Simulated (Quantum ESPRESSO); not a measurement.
# arsenene, 1 layer, rectangular cell, stepped through strain along the first axis, part 4 of 5

Wanted: a table for arsenene, 1 layer, rectangular cell against strain along the first axis, and what can be fitted to it.

Quantum ESPRESSO 7.5; plane-wave DFT, PBE, GBRV ultrasoft pseudopotentials.

So far. Step 3 (Relaxing the ions, -4 %): The relaxation lowers the energy by 2 meV an atom. Step 6 (Bands along a path, -4 %): Along this path the valence top lies at Γ and the conduction bottom near Y.

### 7. Relaxing the ions, -3 %

m1.relax.in reads:

```
&control
  prefix = 'm1.relax'
  outdir = './out'
  pseudo_dir = './pseudo'
  nstep = 40
  forc_conv_thr = 0.0003
  calculation = 'relax'
  tstress = .true.
/
&system
  ibrav = 0
  nat = 4
  ntyp = 1
  ecutwfc = 50
  ecutrho = 250
  occupations = 'smearing'
  smearing = 'fd'
  degauss = 0.002
/
&electrons
  conv_thr = 1e-09
  mixing_beta = 0.4
  electron_maxstep = 120
  mixing_mode = 'plain'
/
&ions
/
ATOMIC_SPECIES
  As  74.9216  as_pbe_v1.uspp.F.UPF
CELL_PARAMETERS angstrom
  3.50278730598000 0.00000000000000 0.00000000000000
  0.00000000000000 6.25304417500000 0.00000000000000
  0.00000000000000 0.00000000000000 16.40000000000000
ATOMIC_POSITIONS crystal
  As  0.500000000000 0.166684633500 0.457414708500
  As  0.000000000000 0.666684619600 0.457414710100
  As  0.999999999900 0.333315380500 0.542585289900
  As  0.500000000000 0.833315366500 0.542585291500
K_POINTS automatic
  8 6 1 0 0 0
```

Run with:

```sh
$ OMP_NUM_THREADS=1 mpirun -n 4 pw.x -nk 2 -in m1.relax.in > m1.relax.out
```

Log:

```text
[banner, memory and clock lines left out]
Program PWSCF v.7.5 starts
[...]
Message from routine setup:
[...]
number of electrons       =        20.00
     number of Kohn-Sham states=           14
     kinetic-energy cutoff     =      50.0000  Ry
     charge density cutoff     =     250.0000  Ry
[...]
number of k points=    20  Fermi-Dirac smearing, width (Ry)=  0.0020
[...]
Dense  grid:   161785 G-vectors     FFT dimensions: (  36,  60, 160)
[...]
negative rho (up, down):  1.519E-04 0.000E+00
     Starting wfcs are   16 randomized atomic wfcs
[...]
negative rho (up, down):  2.664E-05 0.000E+00
[...]
estimated scf accuracy    <       0.04357444 Ry
[...]
negative rho (up, down):  6.808E-05 0.000E+00
[...]
estimated scf accuracy    <       0.01265669 Ry
[...]
negative rho (up, down):  9.741E-05 0.000E+00
[...]
estimated scf accuracy    <       0.00037918 Ry
[...]
negative rho (up, down):  1.193E-04 0.000E+00
[...]
estimated scf accuracy    <       0.00006097 Ry
[...]
negative rho (up, down):  1.320E-04 0.000E+00
[...]
estimated scf accuracy    <       0.00002385 Ry
[...]
negative rho (up, down):  1.411E-04 0.000E+00
[...]
estimated scf accuracy    <       0.00000187 Ry
[...]
negative rho (up, down):  1.466E-04 0.000E+00
[...]
estimated scf accuracy    <       0.00000058 Ry
[...]
negative rho (up, down):  1.498E-04 0.000E+00
[...]
estimated scf accuracy    <       0.00000005 Ry
[...]
negative rho (up, down):  1.520E-04 0.000E+00
[...]
estimated scf accuracy    <          7.6E-09 Ry
[...]
negative rho (up, down):  1.553E-04 0.000E+00
[...]
the Fermi energy is    -1.5207 ev
!    total energy              =    -161.08363090 Ry
     estimated scf accuracy    <          6.9E-10 Ry
     smearing contrib. (-TS)   =      -0.00000000 Ry
     internal energy E=F+TS    =    -161.08363090 Ry
[...]
one-electron contribution =    -202.33809099 Ry
     hartree contribution      =     105.15131599 Ry
     xc contribution           =    -126.07577605 Ry
     ewald contribution        =      62.17892016 Ry
     convergence has been achieved in  10 iterations
     negative rho (up, down):  1.553E-04 0.000E+00
[...]
Total force =     0.018262     Total SCF correction =     0.000027
[...]
negative rho (up, down):  1.553E-04 0.000E+00
[...]
negative rho (up, down):  1.558E-04 0.000E+00
[...]
negative rho (up, down):  1.545E-04 0.000E+00
[...]
estimated scf accuracy    <       0.00001722 Ry
[...]
negative rho (up, down):  1.543E-04 0.000E+00
[...]
estimated scf accuracy    <       0.00000240 Ry
[...]
negative rho (up, down):  1.543E-04 0.000E+00
[...]
estimated scf accuracy    <       0.00000021 Ry
[...]
negative rho (up, down):  1.544E-04 0.000E+00
[...]
estimated scf accuracy    <          9.1E-09 Ry
[...]
negative rho (up, down):  1.545E-04 0.000E+00
[...]
estimated scf accuracy    <          3.2E-09 Ry
[...]
negative rho (up, down):  1.546E-04 0.000E+00
[...]
the Fermi energy is    -1.5376 ev
!    total energy              =    -161.08387772 Ry
     estimated scf accuracy    <          3.5E-11 Ry
     smearing contrib. (-TS)   =      -0.00000000 Ry
     internal energy E=F+TS    =    -161.08387772 Ry
[...]
one-electron contribution =    -202.02145616 Ry
     hartree contribution      =     105.00268209 Ry
     xc contribution           =    -126.06487193 Ry
     ewald contribution        =      61.99976828 Ry
     convergence has been achieved in   6 iterations
     negative rho (up, down):  1.546E-04 0.000E+00
[...]
Total force =     0.008922     Total SCF correction =     0.000006
[...]
negative rho (up, down):  1.546E-04 0.000E+00
[...]
negative rho (up, down):  1.547E-04 0.000E+00
[...]
negative rho (up, down):  1.538E-04 0.000E+00
[...]
estimated scf accuracy    <       0.00001316 Ry
[...]
negative rho (up, down):  1.538E-04 0.000E+00
[...]
estimated scf accuracy    <       0.00000190 Ry
[...]
negative rho (up, down):  1.539E-04 0.000E+00
[...]
estimated scf accuracy    <       0.00000017 Ry
[...]
negative rho (up, down):  1.540E-04 0.000E+00
[...]
estimated scf accuracy    <          7.4E-09 Ry
[...]
negative rho (up, down):  1.540E-04 0.000E+00
[...]
estimated scf accuracy    <          2.8E-09 Ry
[...]
negative rho (up, down):  1.542E-04 0.000E+00
[...]
the Fermi energy is    -1.5544 ev
!    total energy              =    -161.08396060 Ry
     estimated scf accuracy    <          2.4E-11 Ry
     smearing contrib. (-TS)   =      -0.00000000 Ry
     internal energy E=F+TS    =    -161.08396060 Ry
[...]
one-electron contribution =    -201.74537333 Ry
     hartree contribution      =     104.87298362 Ry
     xc contribution           =    -126.05535659 Ry
     ewald contribution        =      61.84378570 Ry
     convergence has been achieved in   6 iterations
     negative rho (up, down):  1.542E-04 0.000E+00
[...]
Total force =     0.001974     Total SCF correction =     0.000005
[...]
negative rho (up, down):  1.542E-04 0.000E+00
[...]
negative rho (up, down):  1.542E-04 0.000E+00
[...]
negative rho (up, down):  1.542E-04 0.000E+00
[...]
estimated scf accuracy    <       0.00000003 Ry
[...]
negative rho (up, down):  1.542E-04 0.000E+00
[...]
estimated scf accuracy    <          9.3E-09 Ry
[...]
negative rho (up, down):  1.542E-04 0.000E+00
[...]
estimated scf accuracy    <          9.4E-11 Ry
[...]
negative rho (up, down):  1.542E-04 0.000E+00
[...]
estimated scf accuracy    <          1.1E-11 Ry
[...]
negative rho (up, down):  1.542E-04 0.000E+00
[...]
the Fermi energy is    -1.5549 ev
!    total energy              =    -161.08396410 Ry
     estimated scf accuracy    <          1.4E-12 Ry
     smearing contrib. (-TS)   =      -0.00000000 Ry
     internal energy E=F+TS    =    -161.08396410 Ry
[...]
one-electron contribution =    -201.74618775 Ry
     hartree contribution      =     104.87337294 Ry
     xc contribution           =    -126.05534408 Ry
     ewald contribution        =      61.84419478 Ry
     convergence has been achieved in   5 iterations
     negative rho (up, down):  1.542E-04 0.000E+00
[...]
Total force =     0.001300     Total SCF correction =     0.000001
[...]
negative rho (up, down):  1.542E-04 0.000E+00
[...]
negative rho (up, down):  1.543E-04 0.000E+00
[...]
negative rho (up, down):  1.543E-04 0.000E+00
[...]
estimated scf accuracy    <       0.00000009 Ry
[...]
negative rho (up, down):  1.543E-04 0.000E+00
[...]
estimated scf accuracy    <       0.00000002 Ry
[...]
negative rho (up, down):  1.543E-04 0.000E+00
[...]
estimated scf accuracy    <          1.8E-09 Ry
[...]
negative rho (up, down):  1.542E-04 0.000E+00
[...]
estimated scf accuracy    <          5.5E-11 Ry
[...]
negative rho (up, down):  1.542E-04 0.000E+00
[...]
the Fermi energy is    -1.5531 ev
!    total energy              =    -161.08396622 Ry
     estimated scf accuracy    <          3.9E-12 Ry
     smearing contrib. (-TS)   =      -0.00000000 Ry
     internal energy E=F+TS    =    -161.08396622 Ry
[...]
one-electron contribution =    -201.76497365 Ry
     hartree contribution      =     104.88219217 Ry
     xc contribution           =    -126.05593494 Ry
     ewald contribution        =      61.85475020 Ry
     convergence has been achieved in   5 iterations
     negative rho (up, down):  1.542E-04 0.000E+00
[...]
Total force =     0.000373     Total SCF correction =     0.000001
[...]
negative rho (up, down):  1.542E-04 0.000E+00
[...]
```

It took 1.9 min on 4 MPI ranks of Arm Neoverse V1, shared host; peak memory 0.86 GiB.

The steps of the relaxation:

```csv
step,energy less that of the first step (eV),largest force (eV/Å)
1,0.0000,0.2348
2,-0.0034,0.1147
3,-0.0045,0.0254
4,-0.0045,0.0167
5,-0.0046,0.0048
```

The atoms that moved most (Å):

```csv
atom,dx,dy,dz,length
As4,0.000,0.006,0.008,0.010
As1,0.000,-0.006,-0.008,0.010
As2,0.000,-0.006,-0.008,0.010
As3,0.000,0.006,0.008,0.010
```

The relaxation lowers the energy by 1 meV an atom.

This step gave:

| Item | Value |
| --- | --- |
| free energy | -2191.6590 eV |
| Fermi energy | -1.553 eV |

### 8. Self-consistent run, -3 %

m1.scf.in reads:

```
&control
  prefix = 'm1.scf'
  outdir = './out'
  pseudo_dir = './pseudo'
  calculation = 'scf'
  tprnfor = .true.
/
&system
  ibrav = 0
  nat = 4
  ntyp = 1
  ecutwfc = 40
  ecutrho = 200
  occupations = 'smearing'
  smearing = 'fd'
  degauss = 0.002
  nbnd = 14
/
&electrons
  conv_thr = 1e-09
  mixing_beta = 0.4
  electron_maxstep = 120
  mixing_mode = 'plain'
/
ATOMIC_SPECIES
  As  74.9216  as_pbe_v1.uspp.F.UPF
CELL_PARAMETERS angstrom
  3.50278730598000 0.00000000000000 0.00000000000000
  0.00000000000000 6.25304417500000 0.00000000000000
  0.00000000000000 0.00000000000000 16.40000000000000
ATOMIC_POSITIONS crystal
  As  0.500000000000 0.165655098500 0.456945744800
  As  0.000000000000 0.665655106600 0.456945751300
  As  0.999999999900 0.334344893500 0.543054248700
  As  0.500000000000 0.834344901500 0.543054255200
K_POINTS automatic
  8 6 1 0 0 0
```

Run with:

```sh
$ OMP_NUM_THREADS=1 mpirun -n 4 pw.x -nk 2 -in m1.scf.in > m1.scf.out
```

Log:

```text
[banner, memory and clock lines left out]
Program PWSCF v.7.5 starts
[...]
Message from routine setup:
[...]
number of electrons       =        20.00
     number of Kohn-Sham states=           14
     kinetic-energy cutoff     =      40.0000  Ry
     charge density cutoff     =     200.0000  Ry
[...]
number of k points=    20  Fermi-Dirac smearing, width (Ry)=  0.0020
[...]
Dense  grid:   115695 G-vectors     FFT dimensions: (  30,  54, 144)
[...]
negative rho (up, down):  1.755E-04 0.000E+00
     Starting wfcs are   16 randomized atomic wfcs
[...]
negative rho (up, down):  2.596E-04 0.000E+00
[...]
estimated scf accuracy    <       0.04319185 Ry
[...]
negative rho (up, down):  3.483E-04 0.000E+00
[...]
estimated scf accuracy    <       0.01236433 Ry
[...]
negative rho (up, down):  3.602E-04 0.000E+00
[...]
estimated scf accuracy    <       0.00041107 Ry
[...]
negative rho (up, down):  3.674E-04 0.000E+00
[...]
estimated scf accuracy    <       0.00004542 Ry
[...]
negative rho (up, down):  3.699E-04 0.000E+00
[...]
estimated scf accuracy    <       0.00001880 Ry
[...]
negative rho (up, down):  3.749E-04 0.000E+00
[...]
estimated scf accuracy    <       0.00000149 Ry
[...]
negative rho (up, down):  3.784E-04 0.000E+00
[...]
estimated scf accuracy    <       0.00000044 Ry
[...]
negative rho (up, down):  3.802E-04 0.000E+00
[...]
estimated scf accuracy    <       0.00000010 Ry
[...]
negative rho (up, down):  3.816E-04 0.000E+00
[...]
estimated scf accuracy    <       0.00000003 Ry
[...]
negative rho (up, down):  3.838E-04 0.000E+00
[...]
the Fermi energy is    -1.4953 ev
!    total energy              =    -161.08364274 Ry
     estimated scf accuracy    <          9.2E-10 Ry
     smearing contrib. (-TS)   =      -0.00000000 Ry
     internal energy E=F+TS    =    -161.08364274 Ry
[...]
one-electron contribution =    -201.76101709 Ry
     hartree contribution      =     104.88126736 Ry
     xc contribution           =    -126.05864322 Ry
     ewald contribution        =      61.85475021 Ry
     convergence has been achieved in  10 iterations
     negative rho (up, down):  3.838E-04 0.000E+00
[...]
Total force =     0.000283     Total SCF correction =     0.000023
[...]
```

The job ended after 21 s (4 MPI ranks; peak memory 0.67 GiB).

Read from the output:

* free energy: -2191.6546 eV
* Fermi energy: -1.495 eV
* valence top, on the run's zero: -2.156 eV
* conduction bottom, on the run's zero: -0.8264 eV
* gap by band count: 1.330 eV

### 9. Relaxing the ions, 3 %

m7.relax.in reads:

```
&control
  prefix = 'm7.relax'
  outdir = './out'
  pseudo_dir = './pseudo'
  nstep = 40
  forc_conv_thr = 0.0003
  calculation = 'relax'
  tstress = .true.
/
&system
  ibrav = 0
  nat = 4
  ntyp = 1
  ecutwfc = 50
  ecutrho = 250
  occupations = 'smearing'
  smearing = 'fd'
  degauss = 0.002
/
&electrons
  conv_thr = 1e-09
  mixing_beta = 0.4
  electron_maxstep = 120
  mixing_mode = 'plain'
/
&ions
/
ATOMIC_SPECIES
  As  74.9216  as_pbe_v1.uspp.F.UPF
CELL_PARAMETERS angstrom
  3.71945456202000 0.00000000000000 0.00000000000000
  0.00000000000000 6.25304417500000 0.00000000000000
  0.00000000000000 0.00000000000000 16.40000000000000
ATOMIC_POSITIONS crystal
  As  0.500000000000 0.166684633500 0.457414708500
  As  0.000000000000 0.666684619600 0.457414710100
  As  0.999999999900 0.333315380500 0.542585289900
  As  0.500000000000 0.833315366500 0.542585291500
K_POINTS automatic
  8 6 1 0 0 0
```

Run with:

```sh
$ OMP_NUM_THREADS=1 mpirun -n 4 pw.x -nk 2 -in m7.relax.in > m7.relax.out
```

Log:

```text
[banner, memory and clock lines left out]
Program PWSCF v.7.5 starts
[...]
Message from routine setup:
[...]
number of electrons       =        20.00
     number of Kohn-Sham states=           14
     kinetic-energy cutoff     =      50.0000  Ry
     charge density cutoff     =     250.0000  Ry
[...]
number of k points=    20  Fermi-Dirac smearing, width (Ry)=  0.0020
[...]
Dense  grid:   171859 G-vectors     FFT dimensions: (  36,  60, 160)
[...]
negative rho (up, down):  1.645E-04 0.000E+00
     Starting wfcs are   16 randomized atomic wfcs
[...]
negative rho (up, down):  2.792E-05 0.000E+00
[...]
estimated scf accuracy    <       0.04081132 Ry
[...]
negative rho (up, down):  6.996E-05 0.000E+00
[...]
estimated scf accuracy    <       0.01234141 Ry
[...]
negative rho (up, down):  9.885E-05 0.000E+00
[...]
estimated scf accuracy    <       0.00027432 Ry
[...]
negative rho (up, down):  1.230E-04 0.000E+00
[...]
estimated scf accuracy    <       0.00003472 Ry
[...]
negative rho (up, down):  1.372E-04 0.000E+00
[...]
estimated scf accuracy    <       0.00001667 Ry
[...]
negative rho (up, down):  1.470E-04 0.000E+00
[...]
estimated scf accuracy    <       0.00000089 Ry
[...]
negative rho (up, down):  1.531E-04 0.000E+00
[...]
estimated scf accuracy    <       0.00000038 Ry
[...]
negative rho (up, down):  1.567E-04 0.000E+00
[...]
estimated scf accuracy    <       0.00000002 Ry
[...]
negative rho (up, down):  1.591E-04 0.000E+00
[...]
estimated scf accuracy    <       0.00000001 Ry
[...]
negative rho (up, down):  1.627E-04 0.000E+00
[...]
the Fermi energy is    -2.1013 ev
!    total energy              =    -161.08440250 Ry
     estimated scf accuracy    <          5.3E-10 Ry
     smearing contrib. (-TS)   =      -0.00000000 Ry
     internal energy E=F+TS    =    -161.08440250 Ry
[...]
one-electron contribution =    -191.05867712 Ry
     hartree contribution      =      99.39069002 Ry
     xc contribution           =    -125.92845974 Ry
     ewald contribution        =      56.51204433 Ry
     convergence has been achieved in  10 iterations
     negative rho (up, down):  1.627E-04 0.000E+00
[...]
Total force =     0.014886     Total SCF correction =     0.000015
[...]
negative rho (up, down):  1.627E-04 0.000E+00
[...]
negative rho (up, down):  1.654E-04 0.000E+00
[...]
negative rho (up, down):  1.636E-04 0.000E+00
[...]
estimated scf accuracy    <       0.00001154 Ry
[...]
negative rho (up, down):  1.629E-04 0.000E+00
[...]
estimated scf accuracy    <       0.00000163 Ry
[...]
negative rho (up, down):  1.627E-04 0.000E+00
[...]
estimated scf accuracy    <       0.00000012 Ry
[...]
negative rho (up, down):  1.626E-04 0.000E+00
[...]
estimated scf accuracy    <          6.0E-09 Ry
[...]
negative rho (up, down):  1.625E-04 0.000E+00
[...]
estimated scf accuracy    <          3.0E-09 Ry
[...]
negative rho (up, down):  1.624E-04 0.000E+00
[...]
the Fermi energy is    -2.0897 ev
!    total energy              =    -161.08457445 Ry
     estimated scf accuracy    <          3.6E-11 Ry
     smearing contrib. (-TS)   =      -0.00000000 Ry
     internal energy E=F+TS    =    -161.08457445 Ry
[...]
one-electron contribution =    -191.29984329 Ry
     hartree contribution      =      99.50423086 Ry
     xc contribution           =    -125.93641330 Ry
     ewald contribution        =      56.64745129 Ry
     convergence has been achieved in   6 iterations
     negative rho (up, down):  1.624E-04 0.000E+00
[...]
Total force =     0.008311     Total SCF correction =     0.000004
[...]
negative rho (up, down):  1.624E-04 0.000E+00
[...]
negative rho (up, down):  1.653E-04 0.000E+00
[...]
negative rho (up, down):  1.634E-04 0.000E+00
[...]
estimated scf accuracy    <       0.00001187 Ry
[...]
negative rho (up, down):  1.626E-04 0.000E+00
[...]
estimated scf accuracy    <       0.00000171 Ry
[...]
negative rho (up, down):  1.624E-04 0.000E+00
[...]
estimated scf accuracy    <       0.00000013 Ry
[...]
negative rho (up, down):  1.622E-04 0.000E+00
[...]
estimated scf accuracy    <          6.9E-09 Ry
[...]
negative rho (up, down):  1.622E-04 0.000E+00
[...]
estimated scf accuracy    <          1.9E-09 Ry
[...]
negative rho (up, down):  1.621E-04 0.000E+00
[...]
estimated scf accuracy    <          3.6E-11 Ry
[...]
negative rho (up, down):  1.621E-04 0.000E+00
[...]
the Fermi energy is    -2.0763 ev
!    total energy              =    -161.08465361 Ry
     estimated scf accuracy    <          7.5E-12 Ry
     smearing contrib. (-TS)   =      -0.00000000 Ry
     internal energy E=F+TS    =    -161.08465361 Ry
[...]
one-electron contribution =    -191.54080170 Ry
     hartree contribution      =      99.61758352 Ry
     xc contribution           =    -125.94432858 Ry
     ewald contribution        =      56.78289315 Ry
     convergence has been achieved in   7 iterations
     negative rho (up, down):  1.621E-04 0.000E+00
[...]
Total force =     0.002099     Total SCF correction =     0.000001
[...]
negative rho (up, down):  1.621E-04 0.000E+00
[...]
negative rho (up, down):  1.624E-04 0.000E+00
[...]
negative rho (up, down):  1.622E-04 0.000E+00
[...]
estimated scf accuracy    <       0.00000027 Ry
[...]
negative rho (up, down):  1.621E-04 0.000E+00
[...]
estimated scf accuracy    <       0.00000005 Ry
[...]
negative rho (up, down):  1.621E-04 0.000E+00
[...]
estimated scf accuracy    <          4.7E-09 Ry
[...]
negative rho (up, down):  1.621E-04 0.000E+00
[...]
estimated scf accuracy    <          1.9E-10 Ry
[...]
negative rho (up, down):  1.621E-04 0.000E+00
[...]
estimated scf accuracy    <          2.7E-11 Ry
[...]
negative rho (up, down):  1.620E-04 0.000E+00
[...]
the Fermi energy is    -2.0731 ev
!    total energy              =    -161.08465863 Ry
     estimated scf accuracy    <          2.4E-12 Ry
     smearing contrib. (-TS)   =      -0.00000000 Ry
     internal energy E=F+TS    =    -161.08465863 Ry
[...]
one-electron contribution =    -191.57359927 Ry
     hartree contribution      =      99.63300481 Ry
     xc contribution           =    -125.94537034 Ry
     ewald contribution        =      56.80130616 Ry
     convergence has been achieved in   6 iterations
     negative rho (up, down):  1.620E-04 0.000E+00
[...]
Total force =     0.001233     Total SCF correction =     0.000001
[...]
negative rho (up, down):  1.620E-04 0.000E+00
[...]
negative rho (up, down):  1.620E-04 0.000E+00
[...]
negative rho (up, down):  1.620E-04 0.000E+00
[...]
estimated scf accuracy    <       0.00000003 Ry
[...]
negative rho (up, down):  1.620E-04 0.000E+00
[...]
estimated scf accuracy    <          9.2E-09 Ry
[...]
negative rho (up, down):  1.620E-04 0.000E+00
[...]
estimated scf accuracy    <          4.3E-10 Ry
[...]
negative rho (up, down):  1.620E-04 0.000E+00
[...]
estimated scf accuracy    <          2.1E-11 Ry
[...]
negative rho (up, down):  1.620E-04 0.000E+00
[...]
the Fermi energy is    -2.0719 ev
!    total energy              =    -161.08466031 Ry
     estimated scf accuracy    <          5.0E-12 Ry
     smearing contrib. (-TS)   =      -0.00000000 Ry
     internal energy E=F+TS    =    -161.08466031 Ry
[...]
one-electron contribution =    -191.56756663 Ry
     hartree contribution      =      99.63016244 Ry
     xc contribution           =    -125.94512846 Ry
     ewald contribution        =      56.79787234 Ry
     convergence has been achieved in   5 iterations
     negative rho (up, down):  1.620E-04 0.000E+00
[...]
Total force =     0.000606     Total SCF correction =     0.000001
[...]
negative rho (up, down):  1.620E-04 0.000E+00
[...]
```

The job ended after 1.9 min (4 MPI ranks; peak memory 0.78 GiB; 7.8 min of CPU time).

Step by step:

```csv
step,energy less that of the first step (eV),largest force (eV/Å)
1,0.0000,0.1914
2,-0.0023,0.1068
3,-0.0034,0.0270
4,-0.0035,0.0159
5,-0.0035,0.0078
```

Read from the output:

| Quantity | Value |
| --- | --- |
| free energy | -2191.6685 eV |
| Fermi energy | -2.072 eV |

[end of part 4 of 5]

[Logs are printed without paths, hosts, clocks, repeated set-up lines and the standing remarks that a program may print on its own settings, such as how far it seeks lower states.]

[Hosts, paths, dates, database ids (printed as entryN), source tags and the programs' standing remarks are cut or masked in the printed files.]

[Maps of the electrostatic potential energy from Ansatz leave out the sawtooth potential of an applied field or a dipole correction, so their vacuum need not be flat; planar profiles and work functions include it.]
